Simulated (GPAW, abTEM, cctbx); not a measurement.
## Hf2TlB2: the scripts behind a bonding study

Short scripts, each with its output. The cell comes from substitution in a known structure type and wasn't matched to any measured phase.

**1. Build the all-electron density and subtract free atoms**

```text
cell
1.0
    -3.621444550    0.000000000    0.000000000
    -1.810722275   -2.612986245    3.917950770
    -1.810722275    2.612986245    3.917950770
Tl Hf B
1 2 2
Direct
0.000000000 0.000000000 0.000000000
0.199804250 0.300195750 0.300195750
0.800195750 0.699804250 0.699804250
0.500000000 0.661808160 0.338191840
0.500000000 0.338191840 0.661808160
```

```python
import numpy as np
from ase.io import read
from ase.units import Bohr
from gpaw import GPAW, PW, FermiDirac
from gpaw.calculator import GPAW as OldGPAW
from gpaw.mpi import serial_comm, world
from scipy.special import erfc
from scipy.spatial import cKDTree

atoms = read("cell.vasp")
atoms.calc = GPAW(mode=PW(550), xc="PBE", kpts={"size": (7, 7, 7), "gamma": True},
                 occupations=FermiDirac(0.1), maxiter=120, symmetry={"tolerance": 1e-5}, txt="scf.txt")
atoms.get_potential_energy()
rho = atoms.calc.get_all_electron_density(gridrefinement=2)
moments = atoms.get_magnetic_moments() if atoms.calc.get_number_of_spins() == 2 else np.zeros(len(atoms))
total = atoms.get_magnetic_moment() if moments.any() else 0.0
if world.rank == 0:
    free = OldGPAW(mode=PW(550), xc="PBE", txt=None, communicator=serial_comm)
    neutral = atoms.copy()
    neutral.set_initial_magnetic_moments(None)
    free.initialize(neutral)
    free.set_positions(neutral)
    drho = rho - free.get_all_electron_density(gridrefinement=2)
    # GPAW starts from confined atoms: exchange their smooth part for that of the datasets' free atoms
    h = np.stack(np.meshgrid(*[np.fft.fftfreq(n, 1 / n) for n in drho.shape], indexing="ij"), -1)
    gabs = np.linalg.norm(h @ atoms.cell.reciprocal(), axis=-1)
    tails = np.fft.fftn(free.get_pseudo_density(gridrefinement=2))
    g, form, v0 = np.linspace(0, gabs.max(), 1500), {}, 0
    for e in set(atoms.symbols):
        idx = atoms.symbols.search(e)
        d = free.setups[idx[0]].data
        r, w = d.rgd.r_g * Bohr, d.rgd.r_g**2 * d.rgd.dr_g
        j0 = np.sinc(2 * g[:, None] * r)
        smooth = sum(f * p**2 for f, p in zip(d.f_j, d.phit_jg)) + np.sqrt(4 * np.pi) * d.nct_g
        full = sum(f * p**2 for f, p in zip(d.f_j, d.phi_jg)) + np.sqrt(4 * np.pi) * d.nc_g
        phase = sum(np.exp(-2j * np.pi * h @ s) for s in atoms.get_scaled_positions()[idx])
        tails -= np.interp(gabs, g, j0 @ (smooth * w)) * phase * drho.size / atoms.get_volume()
        form[e] = j0 @ (full * w)
        v0 += 2 * np.pi / 3 * 14.3996 * (full * w * r**2).sum() * len(idx)  # V A^3
    tails *= 0.5 * erfc((gabs - 1.8) / 0.25)  # the tails differ at long wavelengths alone
    drho += np.fft.ifftn(tails).real  # crystal minus superposed spherical free atoms
    np.save("drho.npy", drho)
    dv = atoms.get_volume() / drho.size
    print("grid", drho.shape, " electrons %.3f" % (rho.sum() * dv), " moved by bonding %.3f e" % (abs(drho).sum() * dv / 2))
    pts = np.indices(drho.shape).reshape(3, -1).T / drho.shape @ atoms.cell
    shifts = (np.indices((3, 3, 3)).reshape(3, -1).T - 1) @ atoms.cell
    images = (atoms.positions[None] + shifts[:, None]).reshape(-1, 3)
    dist, idx = cKDTree(images).query(pts, k=4)
    out = drho.ravel()[dist[:, 0] > 0.5]
    print("deformation density beyond 0.5 A of the nuclei: max %.3f, min %.3f e/A^3" % (out.max(), out.min()))
    tie = dist < dist[:, :1] + 1e-4
    q = -np.bincount((idx % len(atoms))[tie], (drho.ravel()[:, None] / tie.sum(1, keepdims=True) * tie)[tie], len(atoms)) * dv
    print("atom        x       y       z   Voronoi charge  moment")
    for a, s, c, m in zip(atoms, atoms.get_scaled_positions(), q, moments):
        print("%-2s%-3d %7.4f %7.4f %7.4f %10.3f %10.2f" % (a.symbol, a.index + 1, *s, c, m))
    np.savez("free.npz", g=g, **form)
    print("mean inner potential of superposed free atoms %.3f V" % (v0 / atoms.get_volume()))
    print("total magnetic moment %.3f muB" % total)
```

```console
$ OMP_NUM_THREADS=1 mpirun -n 4 gpaw python run.py > gpaw.log
```

```text
gpts.py:43: UserWarning: Initial realspace grid (20,28,28) inconsistent with symmetries.
gpts.py:43: UserWarning: Initial realspace grid (20,28,28) inconsistent with symmetries.
gpts.py:43: UserWarning: Initial realspace grid (20,28,28) inconsistent with symmetries.
gpts.py:43: UserWarning: Initial realspace grid (20,28,28) inconsistent with symmetries.
gpts.py:70: UserWarning: Using symmetrized grid: (28,28,28).
gpts.py:70: UserWarning: Using symmetrized grid: (28,28,28).
gpts.py:70: UserWarning: Using symmetrized grid: (28,28,28).
gpts.py:70: UserWarning: Using symmetrized grid: (28,28,28).
grid (56, 56, 56)  electrons 235.000  moved by bonding 1.006 e
deformation density beyond 0.5 A of the nuclei: max 0.174, min -0.099 e/A^3
atom        x       y       z   Voronoi charge  moment
Tl1    0.0000  0.0000  0.0000      0.192       0.00
Hf2    0.1998  0.3002  0.3002      0.249       0.00
Hf3    0.8002  0.6998  0.6998      0.249       0.00
B 4    0.5000  0.6618  0.3382     -0.345       0.00
B 5    0.5000  0.3382  0.6618     -0.345       0.00
mean inner potential of superposed free atoms 28.478 V
total magnetic moment 0.000 muB
```

Time: 24 s on 4 cores of Intel(R) Xeon(R) Platinum 8488C (Sapphire Rapids) (shared host), peak memory 1.2 GiB.

**2. Fourier-transform the difference**

```python
from cctbx import adptbx, crystal, miller, xray
from cctbx.eltbx import tiny_pse
import numpy as np

cs = crystal.symmetry(unit_cell=(3.6214, 5.226, 7.8359, 90, 90, 90), space_group_symbol='Hall: -I 2 2')  # Immm
atoms = [  # label, site, U (iso, or U11 U22 U33 U12 U13 U23 in A^2), occupancy
    ("Tl1", (0, 0, 0), 0.0000, 1),
    ("Hf1", (0, 0.5, 0.8002), 0.0000, 1),
    ("B1", (0.5, 0.33819, 0), 0.0000, 1),
]
xs = xray.structure(crystal_symmetry=cs)
for label, site, u, occ in atoms:
    u = adptbx.u_cif_as_u_star(cs.unit_cell(), u) if isinstance(u, tuple) else u
    xs.add_scatterer(xray.scatterer(label, site=site, u=u, occupancy=occ))
xs.scattering_type_registry(table="wk1995")
drho = np.load("drho.npy")
T = np.array([[-1, 0, 0], [0, -1, 1], [-1, 1, 1]])  # conventional axes in terms of the primitive ones
dF = np.fft.ifftn(drho) * 148.29890  # electrons a conventional cell, indexed by primitive hkl
ms = miller.build_set(cs, anomalous_flag=False, d_min=0.9).sort("resolution")
iam = ms.structure_factors_from_scatterers(xs, algorithm="direct").f_calc()
p1 = xs.expand_to_p1()
z = np.array([tiny_pse.table(sc.scattering_type).atomic_number() for sc in p1.scatterers()])
x = np.array(p1.sites_frac())
free = np.load("free.npz")
print("static structure factors of the conventional cell: F in electrons, V (Mott-Bethe) in volts")
print("   h  k  l      d  |F| table  |F| free   |F| DFT   change   |V| free  |V| DFT  change %")
for h, d, table in list(zip(ms.indices(), ms.d_spacings().data(), iam.data()))[:16]:
    df = dF[tuple(np.rint(np.linalg.solve(T, h)).astype(int))]
    phase = np.exp(2j * np.pi * x @ h)
    f = sum(np.interp(1 / d, free["g"], free[sc.scattering_type]) * p for sc, p in zip(p1.scatterers(), phase))
    fz = (z * phase).sum()
    c = 14.3996 * d * d / (np.pi * cs.unit_cell().volume())
    v0, v1 = abs(fz - f) * c, abs(fz - f - df) * c
    print("%4d%3d%3d %7.4f %9.3f %9.3f %9.3f %8.3f %9.3f %8.3f %8s" % (h + (d, abs(table), abs(f), abs(f + df), abs(f + df) - abs(f), v0, v1, "%.1f" % (100 * (v1 / v0 - 1)) if v0 > 0.02 else "-")))
```

```console
$ python run.py
```

```text
static structure factors of the conventional cell: F in electrons, V (Mott-Bethe) in volts
   h  k  l      d  |F| table  |F| free   |F| DFT   change   |V| free  |V| DFT  change %
   0  1  1  4.3478    60.440    60.398    59.643   -0.755     1.015    1.456     43.5
   0  0  2  3.9179    48.801    48.866    48.274   -0.591     0.809    1.090     34.7
   1  0  1  3.2873   211.940   211.878   210.882   -0.996     6.501    6.833      5.1
   1  1  0  2.9766   102.829   102.740   102.087   -0.653     3.488    3.667      5.1
   0  2  0  2.6130   379.886   379.569   378.827   -0.741    12.980   13.136      1.2
   1  1  2  2.3702   335.507   335.168   334.971   -0.197    12.141   12.175      0.3
   0  1  3  2.3364   324.391   324.004   323.102   -0.901    10.310   10.462      1.5
   0  2  2  2.1739    61.514    61.225    61.063   -0.162     2.669    2.692      0.9
   1  0  3  2.1184    67.182    66.892    67.005    0.113     3.432    3.416     -0.5
   1  2  1  2.0455   206.380   206.171   206.036   -0.135     6.996    7.013      0.3
   0  0  4  1.9590   207.198   207.000   206.854   -0.146     7.427    7.445      0.2
   2  0  0  1.8107   356.713   356.132   355.825   -0.307    11.539   11.570      0.3
   0  3  1  1.7005    63.206    63.323    63.075   -0.248     2.614    2.637      0.8
   2  1  1  1.6715    50.702    50.780    50.756   -0.024     0.981    0.983      0.2
   1  2  3  1.6456    49.810    49.459    49.828    0.369     1.109    1.078     -2.8
   2  0  2  1.6437    44.652    44.291    44.602    0.311     0.524    0.498     -5.0
```

Time: 0.26 s on 1 core of Intel(R) Xeon(R) Platinum 8488C (Sapphire Rapids) (shared host), peak memory 0.08 GiB.

**3. Propagate a plane wave with and without the bonding term**

```python
import abtem
import numpy as np
from ase.build import make_supercell
from ase.io import read

abtem.config.set({"dask.lazy": False, "fft": "fftw", "diagnostics.progress_bar": False})
M = [[-1, 0, 0], [1, -1, -1], [0, -1, 1]]  # rows: x, y and beam direction in the primitive cell's axes
unit = make_supercell(read("cell.vasp"), M)
unit.set_cell(list(unit.cell.lengths()) + [90, 90, 90], scale_atoms=True)
unit.positions[:, 2] += 0.4355  # keeps atomic planes off the slice boundaries
unit.wrap()
slab = unit * (1, 1, 120)
print(slab.get_chemical_formula(), "| box %.2f x %.2f x %.2f A" % tuple(slab.cell.lengths()))

# change of the potential by bonding, from the DFT deformation density (Poisson's equation term by term)
drho = np.load("drho.npy")
prim = read("cell.vasp")
h = np.stack(np.meshgrid(*[np.fft.fftfreq(n, 1 / n) for n in drho.shape], indexing="ij"), -1).reshape(-1, 3).astype(int)
g2 = ((h @ prim.cell.reciprocal()) ** 2).sum(1)
keep = (g2 > 0) & (g2 < 2.5**2)
shape = (104, 224, 30)
vg = np.zeros(shape, complex)
hm = h[keep] @ np.array(M).T
move = np.exp(-2j * np.pi * hm[:, 2] * (0.4355 / unit.cell[2, 2] - 0.5 / shape[2]))  # the same shift, sampled at mid-points
vg[tuple(hm.T % np.array(shape)[:, None])] = -14.3996 / np.pi * (np.fft.fftn(drho).ravel() / drho.size)[keep] / g2[keep] * move
dV = np.fft.ifftn(vg).real * vg.size
dV = dV.reshape(104, 224, 6, 5).mean(3) * unit.cell[2, 2] / 6  # V A, projected in each slice
dV = np.tile(dV.transpose(2, 0, 1), (120, 1, 1))


def build(atoms):
    p = abtem.Potential(atoms, gpts=(104, 224), slice_thickness=[slab.cell[2, 2] / 720] * 720,
                        parametrization="lobato", projection="infinite", exit_planes=60).build()
    p.array[:] += BONDING * dV
    return p


def potentials():
    yield build(slab)  # atoms at rest


for label, BONDING in (("IAM", 0.0), ("DFT", 1.0)):
    print("=====", label)
    potential = build(slab)
    print("grid", potential.gpts, "slices", potential.num_slices)
    thickness = potential.exit_thicknesses
    wave = abtem.PlaneWave(energy=200000)
    dp = np.mean([wave.multislice(p).diffraction_patterns(max_angle="valid").array for p in potentials()], axis=0)
    hkl = [(0, 0, 0), (0, 0, 2), (1, 0, 1), (1, 0, 3), (2, 0, 0), (2, 0, 2), (3, 0, 1)]
    nx, ny = dp.shape[-2:]
    print("intensity of each beam, fraction of the incident wave")
    print("  t (A)" + "".join("%9s" % " ".join(map(str, h)) for h in hkl) + "  diffuse    total")
    grid = np.zeros((nx, ny), bool)
    grid[nx // 2 % 1::1, ny // 2 % 1::1] = True
    for t, a in list(zip(thickness, dp))[1:]:
        idx = [np.rint(np.array(M) @ np.linalg.solve([[-1, 0, 0], [0, -1, 1], [-1, 1, 1]], h)).astype(int) for h in hkl]
        print("%7.1f" % t + "".join("%9.5f" % a[nx // 2 + i[0] * 1, ny // 2 + i[1] * 1] for i in idx) + "%9.4f%9.4f" % (a[~grid].sum(), a.sum()))
```

```console
$ python run.py
```

```text
B480Hf480Tl240 | box 3.62 x 7.84 x 627.12 A
===== IAM
grid (104, 224) slices 720
intensity of each beam, fraction of the incident wave
  t (A)    0 0 0    0 0 2    1 0 1    1 0 3    2 0 0    2 0 2    3 0 1  diffuse    total
   52.3  0.67259  0.00170  0.00264  0.00223  0.01178  0.00234  0.00219   0.0000   0.9757
  104.5  0.53738  0.00113  0.00070  0.00557  0.01548  0.00131  0.00219   0.0000   0.9659
  156.8  0.45758  0.01050  0.00210  0.00499  0.01047  0.00237  0.00142   0.0000   0.9559
  209.0  0.38752  0.02834  0.01256  0.00698  0.00758  0.00108  0.00029   0.0000   0.9377
  261.3  0.25382  0.05362  0.02023  0.00629  0.01061  0.00112  0.00079   0.0000   0.9252
  313.6  0.17138  0.06132  0.01869  0.01153  0.01885  0.00058  0.00027   0.0000   0.9097
  365.8  0.16660  0.06943  0.02058  0.01194  0.01351  0.00015  0.00004   0.0000   0.8980
  418.1  0.16653  0.06489  0.01789  0.01087  0.01128  0.00050  0.00009   0.0000   0.8894
  470.3  0.21240  0.05055  0.02156  0.01007  0.00858  0.00077  0.00007   0.0000   0.8818
  522.6  0.23735  0.03366  0.01709  0.00789  0.01300  0.00077  0.00029   0.0000   0.8751
  574.9  0.28865  0.01560  0.01437  0.00614  0.01208  0.00026  0.00093   0.0000   0.8720
  627.1  0.35537  0.00640  0.01166  0.00359  0.00784  0.00109  0.00097   0.0000   0.8672
===== DFT
grid (104, 224) slices 720
intensity of each beam, fraction of the incident wave
  t (A)    0 0 0    0 0 2    1 0 1    1 0 3    2 0 0    2 0 2    3 0 1  diffuse    total
   52.3  0.67457  0.00126  0.00223  0.00211  0.01143  0.00251  0.00225   0.0000   0.9756
  104.5  0.53371  0.00087  0.00102  0.00527  0.01462  0.00169  0.00234   0.0000   0.9656
  156.8  0.45604  0.00948  0.00238  0.00454  0.00927  0.00302  0.00164   0.0000   0.9552
  209.0  0.39448  0.02830  0.01180  0.00643  0.00632  0.00174  0.00038   0.0000   0.9364
  261.3  0.26434  0.05675  0.01957  0.00534  0.00823  0.00176  0.00089   0.0000   0.9239
  313.6  0.18306  0.06857  0.01690  0.01070  0.01647  0.00123  0.00027   0.0000   0.9087
  365.8  0.16458  0.08140  0.01752  0.01222  0.01263  0.00030  0.00001   0.0000   0.8979
  418.1  0.13742  0.08214  0.01444  0.01258  0.01150  0.00021  0.00000   0.0000   0.8904
  470.3  0.14580  0.07258  0.01974  0.01331  0.00900  0.00045  0.00001   0.0000   0.8843
  522.6  0.13430  0.05763  0.01746  0.01217  0.01397  0.00059  0.00012   0.0000   0.8777
  574.9  0.15824  0.03556  0.01687  0.01095  0.01378  0.00006  0.00048   0.0000   0.8745
  627.1  0.21140  0.02123  0.01574  0.00780  0.00976  0.00057  0.00063   0.0000   0.8703
```

Time: 16 s.

**4. Rock the beam across one reflection**

```python
import abtem
import numpy as np
from ase.build import make_supercell
from ase.io import read

abtem.config.set({"dask.lazy": False, "fft": "fftw", "diagnostics.progress_bar": False})
M = [[-1, 0, 0], [1, -1, -1], [0, -1, 1]]  # rows: x, y and beam direction in the primitive cell's axes
unit = make_supercell(read("cell.vasp"), M)
unit.set_cell(list(unit.cell.lengths()) + [90, 90, 90], scale_atoms=True)
unit.positions[:, 2] += 0.4355  # keeps atomic planes off the slice boundaries
unit.wrap()
slab = unit * (1, 1, 172)
print(slab.get_chemical_formula(), "| box %.2f x %.2f x %.2f A" % tuple(slab.cell.lengths()))

# change of the potential by bonding, from the DFT deformation density (Poisson's equation term by term)
drho = np.load("drho.npy")
prim = read("cell.vasp")
h = np.stack(np.meshgrid(*[np.fft.fftfreq(n, 1 / n) for n in drho.shape], indexing="ij"), -1).reshape(-1, 3).astype(int)
g2 = ((h @ prim.cell.reciprocal()) ** 2).sum(1)
keep = (g2 > 0) & (g2 < 2.5**2)
shape = (81, 175, 30)
vg = np.zeros(shape, complex)
hm = h[keep] @ np.array(M).T
move = np.exp(-2j * np.pi * hm[:, 2] * (0.4355 / unit.cell[2, 2] - 0.5 / shape[2]))  # the same shift, sampled at mid-points
vg[tuple(hm.T % np.array(shape)[:, None])] = -14.3996 / np.pi * (np.fft.fftn(drho).ravel() / drho.size)[keep] / g2[keep] * move
dV = np.fft.ifftn(vg).real * vg.size
dV = dV.reshape(81, 175, 6, 5).mean(3) * unit.cell[2, 2] / 6  # V A, projected in each slice
dV = np.tile(dV.transpose(2, 0, 1), (172, 1, 1))


def build(atoms):
    p = abtem.Potential(atoms, gpts=(81, 175), slice_thickness=[slab.cell[2, 2] / 1032] * 1032,
                        parametrization="lobato", projection="infinite", exit_planes=258).build()
    p.array[:] += BONDING * dV
    return p


def potentials():
    yield build(slab)  # atoms at rest


for label, BONDING in (("IAM", 0.0), ("DFT", 1.0)):
    print("=====", label)
    potential = build(slab)
    print("grid", potential.gpts, "slices", potential.num_slices)
    thickness = potential.exit_thicknesses
    h = np.array(M) @ np.linalg.solve(np.array([[-1, 0, 0], [0, -1, 1], [-1, 1, 1]]), [1, 0, 1])
    ix, iy = round(h[0]) * 1, round(h[1]) * 1
    gxy = h[:2] / unit.cell.lengths()[:2]
    along = gxy / np.hypot(*gxy)
    across = np.array([-along[1], along[0]])
    bragg = 500 * abtem.PlaneWave(energy=200000).wavelength * np.hypot(*gxy)
    print("Bragg angle %.3f mrad; beam tilted 37 mrad off the zone axis across the row" % bragg)
    print("dark-field intensity of 1 0 1 against tilt along the row, in Bragg angles")
    print("  t (A)" + "".join("%8.2f" % s for s in [0.2, 0.4, 0.6, 0.8, 1.0, 1.2, 1.4, 1.6, 1.8, 2.0, 2.2, 2.4, 2.6]))
    rows = []
    row = [(n * ix, n * iy) for n in range(-8, 9)]
    for s in [0.2, 0.4, 0.6, 0.8, 1.0, 1.2, 1.4, 1.6, 1.8, 2.0, 2.2, 2.4, 2.6]:
        tilt = -s * bragg * along + 37 * across
        dp = abtem.PlaneWave(energy=200000, tilt=tuple(tilt)).multislice(potential).diffraction_patterns(max_angle="valid").array
        rows.append(dp[:, dp.shape[1] // 2 + ix, dp.shape[2] // 2 + iy])
        if s == 1.0:
            cx, cy = dp.shape[1] // 2, dp.shape[2] // 2
            share = sum(dp[:, cx + i, cy + j] for i, j in row if abs(i) < cx and abs(j) < cy) / dp.sum(axis=(1, 2))
            total = dp.sum(axis=(1, 2))
    for t, a in list(zip(thickness, np.array(rows).T))[1:]:
        print("%7.1f" % t + "".join("%8.4f" % v for v in a))
    print("at the Bragg tilt, share in the row:", share[1:].round(3).tolist(), "total:", total[1:].round(3).tolist())
```

```console
$ python run.py
```

```text
B688Hf688Tl344 | box 3.62 x 7.84 x 898.87 A
===== IAM
grid (81, 175) slices 1032
Bragg angle 3.815 mrad; beam tilted 37 mrad off the zone axis across the row
dark-field intensity of 1 0 1 against tilt along the row, in Bragg angles
  t (A)    0.20    0.40    0.60    0.80    1.00    1.20    1.40    1.60    1.80    2.00    2.20    2.40    2.60
  224.7  0.3311  0.3272  0.2787  0.2060  0.1373  0.0847  0.0517  0.0436  0.0469  0.0504  0.0502  0.0477  0.0535
  449.4  0.1639  0.2027  0.1637  0.1393  0.2389  0.1769  0.0265  0.0219  0.0111  0.0352  0.0795  0.0471  0.0372
  674.2  0.0168  0.0224  0.0152  0.0800  0.0934  0.0124  0.0376  0.0014  0.0294  0.0787  0.0357  0.0341  0.0217
  898.9  0.2272  0.1486  0.1022  0.0638  0.0045  0.0172  0.0409  0.0013  0.0369  0.0586  0.0469  0.0457  0.0260
at the Bragg tilt, share in the row: [0.421999990940094, 0.39800000190734863, 0.19200000166893005, 0.12600000202655792] total: [0.9829999804496765, 0.9459999799728394, 0.9210000038146973, 0.8740000128746033]
===== DFT
grid (81, 175) slices 1032
Bragg angle 3.815 mrad; beam tilted 37 mrad off the zone axis across the row
dark-field intensity of 1 0 1 against tilt along the row, in Bragg angles
  t (A)    0.20    0.40    0.60    0.80    1.00    1.20    1.40    1.60    1.80    2.00    2.20    2.40    2.60
  224.7  0.3328  0.3306  0.2823  0.2085  0.1381  0.0849  0.0523  0.0452  0.0495  0.0532  0.0520  0.0477  0.0518
  449.4  0.1390  0.1767  0.1452  0.1274  0.2380  0.1839  0.0300  0.0183  0.0091  0.0400  0.0892  0.0519  0.0362
  674.2  0.0265  0.0330  0.0228  0.0898  0.0730  0.0048  0.0440  0.0013  0.0304  0.0791  0.0349  0.0406  0.0209
  898.9  0.2252  0.1543  0.1107  0.0502  0.0043  0.0207  0.0360  0.0025  0.0348  0.0660  0.0516  0.0341  0.0272
at the Bragg tilt, share in the row: [0.41499999165534973, 0.39800000190734863, 0.16899999976158142, 0.1379999965429306] total: [0.9829999804496765, 0.9459999799728394, 0.921999990940094, 0.875]
```

Time: 30 s.

[Outputs are excerpts: Python notices, other lines and further rows are left out; steps that failed or that the build refused (PBEsol, TPSS) are not shown.]

[Logs are printed without paths, hosts, clocks, repeated set-up lines and the standing remarks that a program may print on its own settings, such as how far it seeks lower states.]
